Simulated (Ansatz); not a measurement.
# Electron–phonon scattering in Pb(111) film of 2 layers, part 4 of 4

Wanted: the electron–phonon coupling λ, α²F(ω) and the phonon-limited resistivity of Pb(111) film of 2 layers, on meshes from cheap to dear.

Ansatz 0.2.0; DFT PBE, scalar-relativistic, plane waves, PAW.

So far, coupling constant λ: step 6 (electron–phonon run: q 3×3×1, k 9×9×1, scattering 12×12×1) 0.847. Also log mean phonon energy ħω_log (meV): step 6 5.02.

## Step 7: Electron–phonon run: q 3×3×1, k 9×9×1, scattering 18×18×1

The next rung changes the scattering mesh, which samples the Fermi surface.

File input.yaml:

```yaml
crystal:
  lattice:
    - [3.5309195441, 0.0, 0.0]
    - [-1.7654597721, 3.0578660239, 0.0]
    - [0.0, 0.0, 29.5157663076]
  atoms:
    - { symbol: Pb, position: [0.0, 0.0, 0.1901731783] }
    - { symbol: Pb, position: [0.3333333333, 0.6666666667, 0.2793345368] }
  periodic: [true, true, false]
kpoints:
  mp_grid: { grid: [9, 9, 1] }
hamiltonian:
  xc: pbe
scf:
  occupations: { method: methfessel_paxton, width: 0.2 }
output:
  eigenvalues: true
phonons:
  method: dfpt
  qmesh: [3, 3, 1]
  temperatures: { t_max: 1000, t_step: 50 }
  qpath:
    path:
      - [0.0, 0.0, 0.0]
      - [0.5, 0.0, 0.0]
      - [0.33333333, 0.33333333, 0.0]
      - [0.0, 0.0, 0.0]
    npoints: 10
  electrical_resistivity:
    mesh: [18, 18, 1]
    temperatures: [20.0, 50.0, 77.0, 100.0, 150.0, 200.0, 300.0, 400.0, 600.0, 800.0]
```

The run is started by

```bash
ansatz run input.yaml --threads 4 --pin off --max-ram 16384MiB --backend cpu --events-out ev --progress --plain --runs-dir out
```

Numbers of over 12 decimals in the logs are rounded to 6 here.

Output:

```text
[...]
Crystal: 2 atoms, lattice volume = 318.684 Å³
Basis set: ecut = 420 eV, 6165 PW (Γ), exchange–correlation on 48×48×400 points (8 copies of the dense FFT grid, shifted against one another)
Bands: 18, of which v1, the nominal top of the filled ones, is band 14 counted from 1 (13 counted from 0)
Symmetry: 12 space group operations
k-points: 12 of 81 (irreducible under 6 space group operations, time reversal used)
[...]
SCF iter   1: F=—  HF=-23812.592617 eV  |F-HF|=—  |Δ(HF+E_count)|=         —  Δρ=6.98e-4  dr2=4.39e-3  ethr=1.77e-3  ⟨swp⟩=10.4  Hψ=1620  notcnv=0
[...]
SCF iter   8: F=-23812.594057 eV  HF=-23812.594057 eV  |F-HF|=2.58e-10  |Δ(HF+E_count)|=   3.91e-9  S|Δr|=    0.00e0  Δρ=4.38e-8  dr2=7.04e-12  ethr=1.00e-12  ⟨swp⟩=13.9  Hψ=2190  notcnv=0
SCF 1 converged in 8 iterations: F = -23812.594057 eV  dr2 = 7.04e-12
[...]
k-points: 12 of 81
SCF iter   1: F=—  HF=-23812.592617 eV  |F-HF|=—  |Δ(HF+E_count)|=         —  Δρ=6.98e-4  dr2=4.39e-3  ethr=1.77e-3  ⟨swp⟩=10.4  Hψ=1620  notcnv=0
[...]
SCF iter   8: F=-23812.594057 eV  HF=-23812.594057 eV  |F-HF|=2.91e-10  |Δ(HF+E_count)|=   3.94e-9  S|Δr|=    0.00e0  Δρ=4.39e-8  dr2=7.11e-12  ethr=1.00e-12  ⟨swp⟩=2.5  Hψ=937  notcnv=0
SCF 2 converged in 8 iterations: F = -23812.594057 eV  dr2 = 7.11e-12
[...]
SCF converged after 8 iterations
[...]
Free energy (F): -23812.594057 eV
[...]
Internal energy: -23812.590869 eV  (E = F + TS)
E sigma→0 (E₀):  -23812.593260 eV
Entropy (-TS):   -0.003188 eV (-1.594 meV/atom)
Fermi energy:    -3.783449 eV
[...]
--- Band table (eV; the first three rows and the last of 12) ---
  k-point 0: bands = [... 10 lower, -14.9298, -12.5310, -6.1493, -2.2567, -0.4016 (-0.4097°), 0.1414 (-0.0034°), 0.7523, 1.2177]
  k-point 1: bands = [... 10 lower, -14.7220, -12.3558, -5.9291, -2.1544, -0.2177 (-0.2251°), 0.0230 (0.0143°), 0.4286, 0.9355]
  k-point 2: bands = [... 10 lower, -14.1041, -11.8473, -5.3040, -3.1475, -1.3412, -0.8961 (-0.8961°), 0.2415, 0.4250]
  k-point 11: bands = [... 10 lower, -10.7785, -10.7785, -5.9038, -5.1267, -5.1267, -3.7156, -0.9507, -0.9507]
  ° read free of the cell's end (the report's vacuum.weakly_bound_levels)
[...]
ASR residual: 1.903e-5 → 0.000e0 eV/Å²; symmetrization residual: 1.265e-7 eV/Å²
[...]
ASR residual per site (eV/Å²): 1.90e-5 1.90e-5
  Γ frequencies (cm⁻¹): 0.00 0.00 0.00 40.32 40.32 96.10
--- Phonons (arbitrary-q DFPT): 3 irreducible q on the 3×3×1 mesh ---
[...]
interpolated dispersion: 31 rows × 6 modes
[...]
--- Electrical resistivity: potentials and phonons of a 3×3×1 supercell ---
[...]
at the Fermi level of each mesh (of a tensor half of its trace):
[...]
18×18×1                     0.4341              3.4052    0.8576    0.7440           4.945
          9×9×1                     0.2926              2.9705    0.4936    0.4109           5.077
  resistivity on the deck's mesh, µΩ·cm:
[...]
20.00      2.0157e0              no      2.0157e0      2.0157e0      0.0000e0        2.4894e0          2.3062e0
     50.00      1.0274e1              no      1.0274e1      1.0274e1      0.0000e0        1.1152e1          1.1266e1
     77.00      1.7453e1              no      1.7453e1      1.7453e1      0.0000e0        1.8715e1          1.9164e1
    100.00      2.3362e1              no      2.3362e1      2.3362e1      0.0000e0        2.4988e1          2.5671e1
    150.00      3.5951e1              no      3.5951e1      3.5951e1      0.0000e0        3.8409e1          3.9524e1
    200.00      4.8443e1              no      4.8443e1      4.8443e1      0.0000e0        5.1795e1          5.3260e1
    300.00      7.3689e1              no      7.3689e1      7.3689e1      0.0000e0        7.9053e1          8.0953e1
    400.00      9.9549e1              no      9.9549e1      9.9549e1      0.0000e0        1.0707e2          1.0928e2
    600.00      1.5268e2              no      1.5268e2      1.5268e2      0.0000e0        1.6529e2          1.6749e2
    800.00      2.0724e2              no      2.0724e2      2.0724e2      0.0000e0        2.2599e2          2.2751e2
  sheet resistance at 20 K: 6.829 Ω
[...]
sheet resistance at 50 K: 34.81 Ω
[...]
sheet resistance at 77 K: 59.13 Ω
[...]
sheet resistance at 100 K: 79.15 Ω
[...]
sheet resistance at 150 K: 121.8 Ω
[...]
sheet resistance at 200 K: 164.1 Ω
[...]
sheet resistance at 300 K: 249.7 Ω
[...]
sheet resistance at 400 K: 337.3 Ω
[...]
sheet resistance at 600 K: 517.3 Ω
[...]
sheet resistance at 800 K: 702.1 Ω
[...]
vibrations of 9 cells: unjudged by the run; compare a larger repeat
[...]
```

It took 2.5 min on 4 threads of Arm Neoverse V1, shared host; peak memory 3.7 GiB; 9.6 min of CPU time.

Numbers from this step:

* sheet resistance 300K: 249.7 Ω/square, mean in the plane
* resistivity at 300 K: 73.69 μΩ cm, mean of the axes, of the whole cell with its vacuum
* coupling constant λ: 0.8576
* density of states at the Fermi level: 0.4341 states/eV a spin and cell
* log mean phonon energy ħω_log: 4.945 meV
* transport coupling constant λ_tr: 0.744, 0.744, 0 (xx, yy, zz)
* Drude plasma energy: 3.405, 3.405, 0 eV (xx, yy, zz), of the whole cell with its vacuum
* second-moment phonon energy ħω₂: 6.075 meV, from the broadened α²F curve
* coupling λ by branch: 0.222, 0.162, 0.152, 0.178, 0.0895, 0.0549 (branches by rank of frequency)

Solved on the 3×3×1 mesh alone; all other wavevectors are interpolated. The phonon branches at the labelled points (cm⁻¹):

| point | branch 1 | branch 2 | branch 3 | branch 4 | branch 5 | branch 6 |
| --- | --- | --- | --- | --- | --- | --- |
| Γ | 0 | 0 | 0 | 40 | 40 | 96 |
| halfway | 22 | 27 | 42 | 48 | 64 | 89 |
| M | 31 | 36 | 53 | 55 | 84 | 86 |
| halfway | 38 | 41 | 53 | 57 | 83 | 85 |
| K | 47 | 48 | 48 | 61 | 83 | 83 |
| halfway | 25 | 36 | 42 | 51 | 68 | 88 |
| Γ | 0 | 0 | 0 | 40 | 40 | 96 |

The phonon branches as a text plot (rows in cm⁻¹):

```
     94 |*******                                           ******
     90 |       ****                                  *****
     86 |           ********************   ***********
     82 |                 **    ***************
     78 |               **                     ***
     74 |             **                          **
     70 |           **
     66 |                                           **
     62 |         **                  *******         ***
     58 |       **                 ***       *****
     54 |               ************              **     **
     50 |     **    ******          *****  ****     **
     46 |   **  ******               ***************  *******
     42 |*******  **               ***     **     ****     ******
     38 |                   ********         **       ***
     34 |       **    ******   ****            ***  **
     30 |     **    **  *******                   **  *****
     26 |         ******                            **
     22 |       ****                                     ****
     18 |   ******                                    ***
     14 |     **                                         ****
     10 | ****                                             *****
      6 | **                                                 ***
      2 |*                                                      *
         Γ                   M           K                      Γ
```

The Eliashberg function α²F has structure finer than the step of the table below, so its rows give means over 0.5 meV, whole bins alone (the curve runs from 0.047 to 11.9 meV). Peaks (meV: height): α²F 4.51: 0.450, 5.07: 0.480, 6.56: 0.846, 7.49: 0.485, 10.19: 0.223, 10.84: 0.669; α²F tr 4.51: 0.356, 5.82: 0.569, 6.56: 0.779, 7.49: 0.291, 10.19: 0.247, 10.84: 0.451.

Eliashberg function α²F against phonon energy; means over each step:

```
phonon energy (meV)      α²F   α²F tr
                0.5  0.00644  0.00174
                1.0   0.0214   0.0114
                1.5   0.0343   0.0284
                2.0   0.0421   0.0365
                2.5   0.0469   0.0433
                3.0   0.0632   0.0728
                3.5    0.138    0.146
                4.0    0.295    0.271
                4.5    0.380    0.309
                5.0    0.380    0.298
                5.5    0.439    0.479
                6.0    0.491    0.555
                6.5    0.650    0.634
                7.0    0.417    0.206
                7.5    0.315    0.179
                8.0   0.0520   0.0340
                8.5   0.0461   0.0356
                9.0   0.0546   0.0396
                9.5   0.0919   0.0931
               10.0    0.162    0.178
               10.5    0.271    0.243
               11.0    0.280    0.188
               11.5   0.0756   0.0299
```

Of the whole cell with its vacuum, so only the sheet resistance is a property of the layer; the means are those of the plane. Resistivity, by row:

| T (K) | ρ_xx (μΩ cm) | ρ_yy | ρ_zz | ρ by Ziman's lowest order, mean | ρ by relaxation times, mean | within 2 % of the coarser mesh |
| --- | --- | --- | --- | --- | --- | --- |
| 20 | 2.016 | 2.016 | - | 2.489 | 2.306 | no |
| 50 | 10.27 | 10.27 | - | 11.15 | 11.27 | no |
| 77 | 17.45 | 17.45 | - | 18.72 | 19.16 | no |
| 100 | 23.36 | 23.36 | - | 24.99 | 25.67 | no |
| 150 | 35.95 | 35.95 | - | 38.41 | 39.52 | no |
| 200 | 48.44 | 48.44 | - | 51.8 | 53.26 | no |
| 300 | 73.69 | 73.69 | - | 79.05 | 80.95 | no |
| 400 | 99.55 | 99.55 | - | 107.1 | 109.3 | no |
| 600 | 152.7 | 152.7 | - | 165.3 | 167.5 | no |
| 800 | 207.2 | 207.2 | - | 226 | 227.5 | no |

The cell's resistivity over its height. Sheet resistance, along x against temperature:

| temperature (K) | sheet resistance, along x (Ω/square) |
| --- | --- |
| 20 | 6.83 |
| 50 | 34.8 |
| 77 | 59.1 |
| 100 | 79.2 |
| 150 | 122 |
| 200 | 164 |
| 300 | 250 |
| 400 | 337 |
| 600 | 517 |
| 800 | 702 |

Some points of the scattering mesh along the symmetry lines, up to three branches each (those of largest λ), at most 39 rows; the frequencies are those of the scattering step, which can differ from the solved and plainly interpolated ones; single rows converge slowly. Mode couplings:

```csv
q1,q2,q3,branch,ħω (meV),λ_q,half width (meV)
0.1667,0,0,1,1.9,0.297,0.00146
0.1667,0,0,3,3.86,0.144,0.00294
0.1667,0,0,5,6.64,0.152,0.00915
0.5,0,0,1,3.81,0.268,0.00532
0.5,0,0,3,6.55,0.099,0.00579
0.5,0,0,6,10.64,0.0937,0.0145
0.4444,0.1111,0,1,4.28,0.364,0.00909
0.4444,0.1111,0,2,4.82,0.166,0.00524
0.4444,0.1111,0,6,10.6,0.113,0.0173
0.3889,0.2222,0,1,5.17,0.154,0.00562
0.3889,0.2222,0,2,5.45,0.161,0.00651
0.3889,0.2222,0,4,7.32,0.309,0.0225
0.2778,0.2778,0,2,5.9,0.156,0.0074
0.2778,0.2778,0,3,5.98,0.277,0.0135
0.2778,0.2778,0,4,7.35,0.527,0.0388
0.2222,0.2222,0,2,5.41,0.124,0.00494
0.2222,0.2222,0,3,5.78,0.255,0.0116
0.2222,0.2222,0,4,6.84,0.442,0.0282
0.1667,0.1667,0,3,5.26,0.589,0.0222
0.1667,0.1667,0,4,6.27,0.198,0.0106
0.1667,0.1667,0,5,8.36,0.0551,0.00525
0.0556,0.0556,0,1,0.89,0.579,6.19e-4
0.0556,0.0556,0,4,5.19,0.123,0.00453
0.0556,0.0556,0,5,5.65,0.264,0.0115
```

Largest shares of lambda; single rows converge slowly. Strongest modes:

| q1 | q2 | q3 | star | branch | ħω (meV) | λ_q | half width (meV) |
| --- | --- | --- | --- | --- | --- | --- | --- |
| 0.2222 | 0.2778 | 0 | 12 | 4 | 7.091 | 0.4321 | 0.02963 |
| 0.2778 | 0.3333 | 0 | 12 | 4 | 7.497 | 0.4291 | 0.03289 |
| 0 | 0.05556 | 0 | 6 | 1 | 0.6582 | 0.8079 | 4.77e-4 |
| 0.05556 | 0.1111 | 0 | 12 | 1 | 1.491 | 0.3773 | 0.001145 |
| 0.1111 | 0.3333 | 0 | 12 | 2 | 4.723 | 0.3211 | 0.009767 |
| 0.2222 | 0.3333 | 0 | 12 | 4 | 7.257 | 0.3195 | 0.02294 |
| 0.1111 | 0.2222 | 0 | 12 | 3 | 5.479 | 0.319 | 0.01306 |
| 0.1111 | 0.3889 | 0 | 12 | 1 | 4.191 | 0.3163 | 0.007577 |

300 K. Table of cumulative share of the conductivity, along x by mean free path:

| mean free path (nm) | cumulative share of the conductivity, along x |
| --- | --- |
| 2.51 | 0.0140 |
| 2.82 | 0.0552 |
| 3.16 | 0.0866 |
| 3.55 | 0.0971 |
| 3.98 | 0.0988 |
| 4.47 | 0.143 |
| 5.01 | 0.255 |
| 5.62 | 0.342 |
| 6.31 | 0.416 |
| 7.08 | 0.444 |
| 7.94 | 0.449 |
| 8.91 | 0.503 |
| 10 | 0.541 |
| 11.2 | 0.764 |
| 12.6 | 0.963 |

Resistivity by mesh:

```
   mesh  T (K)  mean rho (μΩ cm)
18x18x1     20             2.016
18x18x1    300             73.69
18x18x1    800             207.2
  9x9x1     20             1.402
  9x9x1    300              64.4
  9x9x1    800             185.5
```

Harmonic. Thermo, by row:

```csv
T (K),F_vib (meV/atom),S (J/mol-atom/K),C_V (J/mol-atom/K)
0,9.89,0,0
50,5.54,19.58,20.21
100,-8.95,34.96,23.55
150,-29.74,44.67,24.29
200,-54.79,51.71,24.56
250,-83.06,57.2,24.69
300,-113.9,61.71,24.76
350,-146.9,65.53,24.8
400,-181.7,68.84,24.83
450,-218.2,71.77,24.84
500,-256.1,74.39,24.86
550,-295.2,76.76,24.87
600,-335.6,78.92,24.88
650,-377,80.91,24.88
700,-419.4,82.75,24.89
750,-462.8,84.47,24.89
800,-506.9,86.08,24.89
850,-552,87.59,24.89
900,-597.7,89.01,24.9
950,-644.2,90.36,24.9
1000,-691.4,91.63,24.9
```

No LO-TO term; unit eigenvectors of the mass-weighted matrix. Modes at Γ:

```
mode  frequency (cm⁻¹)  symmetry
   1               0.0   unnamed
   2               0.0   unnamed
   3               0.0   unnamed
   4              40.3        Eg
   5              40.3        Eg
   6              96.1       A1g
```

Displacements in mode 4 (40.3 cm⁻¹), the largest set to 1:
```
Pb1  1.00  0.24  0.00
Pb2 -1.00 -0.24  0.00
```

Displacements in mode 6 (96.1 cm⁻¹), the largest set to 1:
```
Pb1  0.00  0.00  1.00
Pb2  0.00  0.00 -1.00
```

The self-energy step met imaginary modes, so this run fell back to plain Fourier phonons and is not comparable with runs that kept it. Some states were left unconverged by the eigensolver. By its own test the run is not converged in the mesh. λ = 0.858 and 250 Ω per square at 300 K, against 0.847 and 271 in the run with q 3×3×1, k 9×9×1, scattering 12×12×1 (+1.3 % and -7.8 %). The run's own test puts 13 % between its two finest meshes on the component of the resistivity at 300 K that moves most, more than that change. By the run's own test λ moves by 42 % between its two finest scattering meshes. A coarser mesh gave an imaginary mode at a wavevector that this mesh lacks.

## Step 8: Outcome

- run: PBE, q 3×3×1, k 9×9×1, scattering 18×18×1
- coupling constant λ: 0.858
- log mean phonon energy ħω_log: 4.95 meV
- states at the Fermi level: 0.434 states/eV/spin/cell
- sheet resistance at 300 K: 250 Ω per square
- change between its two finest scattering meshes: λ 42 %, resistivity at 300 K 13 %
- time of that run: 2.5 min

In words: On the last rung that gave a resistivity at the base settings (q 3×3×1, k 9×9×1, scattering 18×18×1), Pb(111) film of 2 layers has λ = 0.86 and a phonon-limited sheet resistance of 250 Ω per square at 300 K. Twice the integral of α²F/ω over this curve gives λ = 0.86, half of it from below 5.54 meV. The coupling is strong (λ = 0.86), so phonons raise the electrons' mass at the Fermi surface by about 86 %, if this value holds on finer meshes. The coarsest meshes gave an imaginary mode at a wavevector that the finer q mesh does not hold, so the instability is unseen there and not shown to be gone. By the run's own test λ moves by 42 % between the two scattering meshes. Values of ρ(T) above 601 K, the melting point, are the model's extrapolation. Values of ρ(T) under 50 K rest on the softest modes, mostly interpolated ones, and are the least sure of the table. The high-temperature form ρ = 2π k_B T λ_tr/(ħ ε₀ ω_p²) gives 77.5 μΩ cm along x at 300 K, against 73.7 from the Boltzmann equation. The three lowest branches give 62 % of λ. By the run's own test, which takes the component that moves most, the resistivity at 300 K moves by 13 % between its two finest scattering meshes, so it is not converged. Only scattering by harmonic phonons counts; impurities, grain boundaries and thermal expansion are left out. The resistivity belongs to the whole cell, vacuum included; the sheet resistance is the quantity that does not depend on the vacuum. Spin–orbit coupling, left out here, matters for Pb. The c of the given cell is the typed one; the program laid its own vacuum and ran the layer in a cell 29.5 Å high. The structure was built by hand as an ordered model, and its stability against other phases was not tested.

[Logs are printed without paths, hosts, clocks, repeated set-up lines and the standing remarks that a program may print on its own settings, such as how far it seeks lower states.]

[Hosts, paths, dates, database ids (printed as entryN), source tags and the programs' standing remarks are cut or masked in the printed files.]
